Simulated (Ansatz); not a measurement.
# Phonons of Ti3InC (Pm-3m) against volume, part 2 of 2

Does Ti3InC (Pm-3m) expand much on heating, by its phonons?

Ansatz 0.2.0; DFT PBEsol, scalar-relativistic, plane waves, PAW; PAW set soft_1.

So far, highest frequency on path, mesh or solved points (cm⁻¹): step 2 (the dispersion) 662.

### 4. Phonons at the other volume, volume ratio 0.97

The phonons are repeated at this volume on the same meshes, so that differences come from the volume alone.

input.yaml reads:

```yaml
crystal:
  lattice:
    - [4.1559983269, 0.0, 0.0]
    - [0.0, 4.1559983269, 0.0]
    - [0.0, 0.0, 4.1559983269]
  atoms:
    - { symbol: Ti, position: [0.5, 0.5, 0.0] }
    - { symbol: Ti, position: [0.5, 0.0, 0.5] }
    - { symbol: Ti, position: [0.0, 0.5, 0.5] }
    - { symbol: In, position: [0.0, 0.0, 0.0] }
    - { symbol: C, position: [0.5, 0.5, 0.5] }
kpoints:
  mp_grid: { grid: [8, 8, 8] }
hamiltonian:
  xc: pbesol
  pseudopotentials: { kind: paw, azcp: { folder: soft_1 }, xc_functional: pbe }
scf:
  occupations: { method: methfessel_paxton, width: 0.2 }
output:
  eigenvalues: true
phonons:
  method: dfpt
  qmesh: [4, 4, 4]
  temperatures: { t_max: 1000, t_step: 50 }
  qpath:
    path:
      - [[0.0, 0.0, 0.0], [0.0, 0.5, 0.0], [0.5, 0.5, 0.0], [0.0, 0.0, 0.0], [0.5, 0.5, 0.5], [0.0, 0.5, 0.0]]
      - [[0.5, 0.5, 0.5], [0.5, 0.5, 0.0]]
    npoints: 10
```

Launch:

```console
$ ansatz run input.yaml --threads 4 --pin off --max-ram 10240MiB --backend cpu --events-out ev --progress --plain --runs-dir out
```

What it wrote:

```text
[...]
Crystal: 5 atoms, lattice volume = 71.784 Å³
Basis set: ecut = 420 eV, 1365 PW (Γ), exchange–correlation on 60×60×60 points (8 copies of the dense FFT grid, shifted against one another)
Bands: 32, of which v1, the nominal top of the filled ones, is band 27 counted from 1 (26 counted from 0)
Symmetry: 48 space group operations
k-points: 35 of 512
[...]
SCF iter   1: F=—  HF=-13199.480031 eV  |F-HF|=—  |Δ(HF+E_count)|=         —  Δρ=8.42e-2  dr2=9.48e0  ethr=3.10e-3  ⟨swp⟩=4.1  Hψ=3655  notcnv=0
[...]
SCF iter  11: F=-13196.964086 eV  HF=-13196.964086 eV  |F-HF|=3.64e-12  |Δ(HF+E_count)|=  2.18e-11  S|Δr|=    0.00e0  Δρ=7.07e-8  dr2=2.78e-12  ethr=1.00e-12  ⟨swp⟩=6.0  Hψ=4694  notcnv=0
SCF 1 converged in 11 iterations: F = -13196.964086 eV  dr2 = 2.78e-12
[...]
NSCF: frozen V_eff on 35 k-points
[...]
SCF converged after 11 iterations
[...]
Free energy (F): -13196.964086 eV
[...]
Internal energy: -13196.961876 eV  (E = F + TS)
E sigma→0 (E₀):  -13196.963534 eV
Entropy (-TS):   -0.002210 eV (-0.442 meV/atom)
Fermi energy:    14.713758 eV
[...]
--- Band table (eV; the first three rows and the last of 35) ---
  k-point 0: bands = [... 23 lower, 13.1967, 13.2649, 13.2649, 13.2649, 16.2520, 16.2520, 16.2520, 16.8729, ... 1 higher]
  k-point 1: bands = [... 23 lower, 13.2813, 13.2813, 13.3000, 13.3216, 16.0118, 16.0970, 16.0970, 16.1779, ... 1 higher]
  k-point 2: bands = [... 23 lower, 13.2184, 13.2184, 13.3918, 13.6709, 15.3934, 15.9939, 16.0296, 16.0296, ... 1 higher]
  k-point 34: bands = [... 23 lower, 13.0096, 13.0096, 15.0614, 15.0614, 15.0614, 15.0843, 15.0843, 15.0843, ... 1 higher]
[...]
ASR residual: 2.735e-5 → 0.000e0 eV/Å²; symmetrization residual: 3.101e-6 eV/Å²
  ASR residual per site (eV/Å²): 2.73e-5 2.73e-5 2.73e-5 6.54e-7 1.57e-5
[...]
--- Phonons (arbitrary-q DFPT): 10 irreducible q on the 4×4×4 mesh ---
[...]
interpolated dispersion: 62 rows × 15 modes
[...]
```

Elapsed: 21 min, on 4 threads of Arm Neoverse V1, shared host; peak memory 3.3 GiB; 81 min of CPU time.

Read from the output:

| Quantity | Value |
| --- | --- |
| sum-rule residual before enforcement | 2.73e-5 eV/Å² |
| highest frequency on path, mesh or solved points | 694.3 cm⁻¹ |
| mean frequency | 299.3 cm⁻¹ |
| Debye temperature (second moment) | 663 K |
| logarithmic mean frequency | 247.1 cm⁻¹ |
| highest optical mode at the zone centre (no LO-TO term) | 694.3 cm⁻¹ |
| lowest optical zone-centre mode | 175.3 cm⁻¹ |
| lowest mode on the q mesh (acoustic modes at Γ apart) | 76.11 cm⁻¹ |
| zero-point energy per atom | 55.66 meV |
| heat capacity at 300 K | 20.50 J/(mol atoms K) |
| vibrational entropy at 300 K | 23.30 J/(mol atoms K) |
| edges of the widest gap between branches, on path and mesh | 408.3, 637.3 cm⁻¹ |

Frequencies (cm⁻¹) solved at each irreducible wavevector; negative means imaginary. Frequencies by wavevector, by row:

| q in reciprocal lattice units | star | mode 1 | mode 2 | mode 3 | mode 4 | mode 13 | mode 14 | mode 15 |
| --- | --- | --- | --- | --- | --- | --- | --- | --- |
| 0 0 0 | 1 | 0 | 0 | 0 | 175.3 | 694.3 | 694.3 | 694.3 |
| 0 0 0.25 | 6 | 76.1 | 76.1 | 111.8 | 174.3 | 676.7 | 690.1 | 690.1 |
| 0 0 -0.5 | 3 | 125.9 | 125.9 | 149.8 | 167.1 | 653.1 | 686.6 | 686.6 |
| 0 0.25 0.25 | 12 | 83.1 | 101.2 | 138.9 | 174.6 | 669.4 | 670.7 | 686.2 |
| 0 0.25 -0.5 | 12 | 102.7 | 127 | 134.1 | 166.1 | 644 | 663.9 | 681.3 |
| 0 -0.5 -0.5 | 3 | 95.9 | 95.9 | 100.8 | 144.6 | 637.3 | 637.3 | 678 |
| 0.25 0.25 0.25 | 8 | 97.9 | 97.9 | 145.2 | 179 | 662.4 | 666.8 | 666.8 |
| 0.25 0.25 -0.5 | 12 | 108.7 | 116.7 | 118 | 167.4 | 640.5 | 661 | 662.8 |
| 0.25 -0.5 -0.5 | 6 | 100.6 | 100.6 | 125.2 | 126.2 | 638.3 | 638.3 | 661.3 |
| -0.5 -0.5 -0.5 | 1 | 108.2 | 108.2 | 108.2 | 148.6 | 641.4 | 641.4 | 641.4 |

The highest optical mode at the zone centre (no LO-TO term) is 694.3 cm⁻¹, +32.6 cm⁻¹ against the base run.

### 5. Relaxing at another volume, volume ratio 1.03

The volume is scaled by 1.03 and held; symmetry leaves nothing to relax, so this is a single point. The modes can then be followed against volume.

input.yaml, the sections that differ from step 4:

```yaml
crystal:
  lattice:
    - [4.2399805158, 0.0, 0.0]
    - [0.0, 4.2399805158, 0.0]
    - [0.0, 0.0, 4.2399805158]
  atoms:
    - { symbol: Ti, position: [0.5, 0.5, 0.0] }
    - { symbol: Ti, position: [0.5, 0.0, 0.5] }
    - { symbol: Ti, position: [0.0, 0.5, 0.5] }
    - { symbol: In, position: [0.0, 0.0, 0.0] }
    - { symbol: C, position: [0.5, 0.5, 0.5] }
output:
  forces: true
  stress: true
  eigenvalues: true
# kpoints, hamiltonian, scf: as in step 4
# phonons: removed
```

What it wrote:

```text
[...]
Crystal: 5 atoms, lattice volume = 76.224 Å³
Basis set: ecut = 420 eV, 1503 PW (Γ), exchange–correlation on 60×60×60 points (8 copies of the dense FFT grid, shifted against one another)
Bands: 32, of which v1, the nominal top of the filled ones, is band 27 counted from 1 (26 counted from 0)
Symmetry: 48 space group operations
[...]
k-points: 35 of 512
[...]
k-point 0: bands = [... 23 lower, 12.2840, 12.3896, 12.3896, 12.3896, 15.1316, 15.1316, 15.1316, 15.7212, ... 1 higher]
  k-point 1: bands = [... 23 lower, 12.3893, 12.3893, 12.4018, 12.4240, 14.9215, 14.9961, 14.9961, 15.0640, ... 1 higher]
  k-point 2: bands = [... 23 lower, 12.3185, 12.3185, 12.5141, 12.7311, 14.3340, 14.8953, 14.9388, 14.9388, ... 1 higher]
  k-point 34: bands = [... 23 lower, 12.0427, 12.0427, 14.0229, 14.0229, 14.0229, 14.0708, 14.0708, 14.0708, ... 1 higher]
[key lines of the parts left out:]
SCF converged after 8 iterations
Free energy (F): -13196.967746 eV
Fermi energy:    13.727788 eV
P = ⅓ Tr σ = -4.4299 GPa (-44.299 kbar)
```

Elapsed: 1.7 s, on 4 threads; peak memory 0.42 GiB.

This step gave:

* pressure: -4.430 GPa
* volume per atom: 15.24 Å³

The run ends at a pressure of -4.43 GPa.

### 6. Phonons at the other volume, volume ratio 1.03

The phonons are repeated at this volume on the same meshes, so that differences come from the volume alone.

Changes to input.yaml since step 5:

```diff
@@ -19,4 +19,11 @@
 output:
-  forces: true
-  stress: true
   eigenvalues: true
+phonons:
+  method: dfpt
+  qmesh: [4, 4, 4]
+  temperatures: { t_max: 1000, t_step: 50 }
+  qpath:
+    path:
+      - [[0.0, 0.0, 0.0], [0.0, 0.5, 0.0], [0.5, 0.5, 0.0], [0.0, 0.0, 0.0], [0.5, 0.5, 0.5], [0.0, 0.5, 0.0]]
+      - [[0.5, 0.5, 0.5], [0.5, 0.5, 0.0]]
+    npoints: 10
```

What it wrote:

```text
[...]
Crystal: 5 atoms, lattice volume = 76.224 Å³
Basis set: ecut = 420 eV, 1503 PW (Γ), exchange–correlation on 60×60×60 points (8 copies of the dense FFT grid, shifted against one another)
Bands: 32, of which v1, the nominal top of the filled ones, is band 27 counted from 1 (26 counted from 0)
Symmetry: 48 space group operations
k-points: 35 of 512
[...]
k-point 34: bands = [... 23 lower, 12.0426, 12.0426, 14.0229, 14.0229, 14.0229, 14.0708, 14.0708, 14.0708, ... 1 higher]
[...]
ASR residual: 2.974e-5 → 0.000e0 eV/Å²; symmetrization residual: 3.713e-6 eV/Å²
  ASR residual per site (eV/Å²): 2.97e-5 2.97e-5 2.97e-5 6.29e-6 1.27e-5
[...]
--- Phonons (arbitrary-q DFPT): 10 irreducible q on the 4×4×4 mesh ---
[...]
interpolated dispersion: 62 rows × 15 modes
[...]
[key lines of the parts left out:]
SCF converged after 11 iterations
Free energy (F): -13196.967746 eV
Fermi energy:    13.727800 eV
```

Elapsed: 21 min, on 4 threads; peak memory 3.4 GiB; 82 min of CPU time.

This step gave:

| Property | Result |
| --- | --- |
| sum-rule residual before enforcement | 2.97e-5 eV/Å² |
| highest frequency on path, mesh or solved points | 630.4 cm⁻¹ |
| mean frequency | 274.5 cm⁻¹ |
| Debye temperature (second moment) | 607 K |
| logarithmic mean frequency | 227.9 cm⁻¹ |
| highest optical mode at the zone centre (no LO-TO term) | 630.4 cm⁻¹ |
| lowest optical zone-centre mode | 161.7 cm⁻¹ |
| lowest mode on the q mesh (acoustic modes at Γ apart) | 71.31 cm⁻¹ |
| zero-point energy per atom | 51.05 meV |
| heat capacity at 300 K | 21.05 J/(mol atoms K) |
| vibrational entropy at 300 K | 24.95 J/(mol atoms K) |
| edges of the widest gap between branches, on path and mesh | 367, 586.1 cm⁻¹ |

The highest optical mode at the zone centre (no LO-TO term) is 630.4 cm⁻¹, -31.3 cm⁻¹ against the base run.

### 7. Grüneisen parameters

The Grüneisen parameter of a mode is minus the logarithmic change of its frequency with volume, −d ln ω / d ln V; weighted by heat capacity it gives the expansion.

This step gave:

```
bulk modulus : 160.3 GPa
```

Phonon branches along the path, in cm⁻¹:

| point | branch 1 | branch 2 | branch 3 | branch 4 | branch 12 | branch 13 | branch 14 | branch 15 |
| --- | --- | --- | --- | --- | --- | --- | --- | --- |
| Γ | 0 | 0 | 0 | 169 | 269 | 662 | 662 | 662 |
| halfway | 74 | 74 | 107 | 168 | 282 | 647 | 658 | 658 |
| X | 121 | 121 | 143 | 162 | 332 | 627 | 654 | 654 |
| halfway | 101 | 122 | 128 | 160 | 338 | 618 | 634 | 649 |
| M | 96 | 96 | 98 | 138 | 355 | 611 | 611 | 646 |
| halfway | 82 | 98 | 133 | 168 | 291 | 640 | 641 | 654 |
| Γ | 0 | 0 | 0 | 169 | 269 | 662 | 662 | 662 |
| halfway | 96 | 96 | 138 | 171 | 301 | 633 | 637 | 637 |
| R | 106 | 106 | 106 | 146 | 387 | 615 | 615 | 615 |
| halfway | 106 | 113 | 114 | 160 | 344 | 614 | 632 | 633 |
| X | 121 | 121 | 143 | 162 | 332 | 627 | 654 | 654 |
| jump to R | 106 | 106 | 106 | 146 | 387 | 615 | 615 | 615 |
| halfway | 100 | 100 | 122 | 123 | 363 | 612 | 612 | 632 |
| M | 96 | 96 | 98 | 138 | 355 | 611 | 611 | 646 |

The same for volume x 0.97:

| point | branch 1 | branch 2 | branch 3 | branch 4 | branch 12 | branch 13 | branch 14 | branch 15 |
| --- | --- | --- | --- | --- | --- | --- | --- | --- |
| Γ | 0 | 0 | 0 | 175 | 279 | 694 | 694 | 694 |
| X | 126 | 126 | 150 | 167 | 351 | 653 | 687 | 687 |
| M | 96 | 96 | 101 | 145 | 376 | 637 | 637 | 678 |
| Γ | 0 | 0 | 0 | 175 | 279 | 694 | 694 | 694 |
| R | 108 | 108 | 108 | 149 | 408 | 641 | 641 | 641 |
| X | 126 | 126 | 150 | 167 | 351 | 653 | 687 | 687 |
| R | 108 | 108 | 108 | 149 | 408 | 641 | 641 | 641 |
| M | 96 | 96 | 101 | 145 | 376 | 637 | 637 | 678 |

The same for volume x 1.03:

| point | branch 1 | branch 2 | branch 3 | branch 4 | branch 12 | branch 13 | branch 14 | branch 15 |
| --- | --- | --- | --- | --- | --- | --- | --- | --- |
| Γ | 0 | 0 | 0 | 162 | 260 | 630 | 630 | 630 |
| X | 116 | 116 | 137 | 157 | 313 | 601 | 624 | 624 |
| M | 95 | 95 | 96 | 131 | 336 | 586 | 586 | 616 |
| Γ | 0 | 0 | 0 | 162 | 260 | 630 | 630 | 630 |
| R | 104 | 104 | 104 | 143 | 367 | 590 | 590 | 590 |
| X | 116 | 116 | 137 | 157 | 313 | 601 | 624 | 624 |
| R | 104 | 104 | 104 | 143 | 367 | 590 | 590 | 590 |
| M | 95 | 95 | 96 | 131 | 336 | 586 | 586 | 616 |

Mode Grueneisen parameter -dln(w)/dln(V), modes matched by rank; at Γ the acoustic branches take the value of a neighbouring point of the path. The mode Grüneisen parameters at the labelled points ():

| point | branch 1 | branch 2 | branch 3 | branch 4 | branch 12 | branch 13 | branch 14 | branch 15 |
| --- | --- | --- | --- | --- | --- | --- | --- | --- |
| Γ | 1.10 | 1.10 | 1.68 | 1.35 | 1.18 | 1.61 | 1.61 | 1.61 |
| halfway | 1.09 | 1.09 | 1.37 | 1.34 | 1.37 | 1.51 | 1.61 | 1.61 |
| X | 1.31 | 1.31 | 1.54 | 1.02 | 1.94 | 1.38 | 1.61 | 1.61 |
| halfway | 0.63 | 1.21 | 1.47 | 1.34 | 1.89 | 1.39 | 1.53 | 1.61 |
| M | 0.23 | 0.23 | 0.90 | 1.63 | 1.89 | 1.40 | 1.40 | 1.61 |
| halfway | 0.68 | 1.23 | 1.48 | 1.35 | 1.37 | 1.53 | 1.52 | 1.61 |
| Γ | 1.02 | 1.43 | 1.61 | 1.35 | 1.18 | 1.61 | 1.61 | 1.61 |
| halfway | 0.78 | 0.78 | 1.58 | 1.54 | 1.41 | 1.53 | 1.52 | 1.52 |
| R | 0.63 | 0.63 | 0.63 | 0.65 | 1.78 | 1.38 | 1.38 | 1.38 |
| halfway | 0.72 | 1.02 | 1.06 | 1.48 | 1.86 | 1.39 | 1.52 | 1.53 |
| X | 1.31 | 1.31 | 1.54 | 1.02 | 1.94 | 1.38 | 1.61 | 1.61 |
| jump to R | 0.63 | 0.63 | 0.63 | 0.65 | 1.78 | 1.38 | 1.38 | 1.38 |
| halfway | 0.42 | 0.42 | 1.09 | 0.84 | 1.84 | 1.39 | 1.39 | 1.52 |
| M | 0.23 | 0.23 | 0.90 | 1.63 | 1.89 | 1.40 | 1.40 | 1.61 |

(dS/dlnV)/C_V. Thermodynamic Grueneisen parameter against temperature:

| temperature (K) | thermodynamic Grueneisen parameter |
| --- | --- |
| 50 | 1.10 |
| 100 | 1.23 |
| 150 | 1.28 |
| 200 | 1.30 |
| 250 | 1.31 |
| 300 | 1.32 |
| 350 | 1.33 |
| 400 | 1.33 |
| 450 | 1.34 |
| 500 | 1.34 |
| 550 | 1.34 |
| 600 | 1.34 |
| 650 | 1.34 |
| 700 | 1.34 |
| 750 | 1.34 |
| 800 | 1.34 |
| 850 | 1.34 |
| 900 | 1.35 |
| 950 | 1.35 |
| 1000 | 1.35 |

Gamma C_V/(B V) at the static volume. Table of volume expansion by temperature:

| temperature (K) | volume expansion (1e-6/K) |
| --- | --- |
| 50 | 2.87 |
| 100 | 9.29 |
| 150 | 13.5 |
| 200 | 16.1 |
| 250 | 18.0 |
| 300 | 19.2 |
| 350 | 20.1 |
| 400 | 20.8 |
| 450 | 21.3 |
| 500 | 21.7 |
| 550 | 22.0 |
| 600 | 22.2 |
| 650 | 22.4 |
| 700 | 22.5 |
| 750 | 22.7 |
| 800 | 22.8 |
| 850 | 22.9 |
| 900 | 22.9 |
| 950 | 23.0 |
| 1000 | 23.0 |

### 8. Summary of results

* bulk modulus: 160 GPa
* thermodynamic Grüneisen parameter at 300 K: 1.322
* volume expansion at 300 K, estimated: 19.23 × 10⁻⁶ K⁻¹

**Reading.** By this estimate the volume grows by 19.2 × 10⁻⁶ per kelvin at 300 K. The highest optical mode at Γ goes from 694 to 630 cm⁻¹ as the cell grows, a Grüneisen parameter of 1.61. Mode parameters on the path run from 0.12 to 2.0, with a median of 1.4. Branches are matched by rank, so values near crossings are rough. The expansion is the Grüneisen estimate at the static volume, with the static bulk modulus. With no gap, or one that is small against the smearing, the frequencies hang on the k mesh and the smearing, most of all near Kohn anomalies. The phonon runs are without spin polarisation, although the cell has an odd electron count. The PAW files were made for PBE and serve the other functionals too.

[Long decimals in the printed logs are rounded to 6 places.]

[Logs are printed without paths, hosts, clocks, repeated set-up lines and the standing remarks that a program may print on its own settings, such as how far it seeks lower states.]

[Hosts, paths, dates, database ids (printed as entryN), source tags and the programs' standing remarks are cut or masked in the printed files.]

[Where the starting crystal was built by hand or by swapping elements, it need not be the compound's stable phase.]
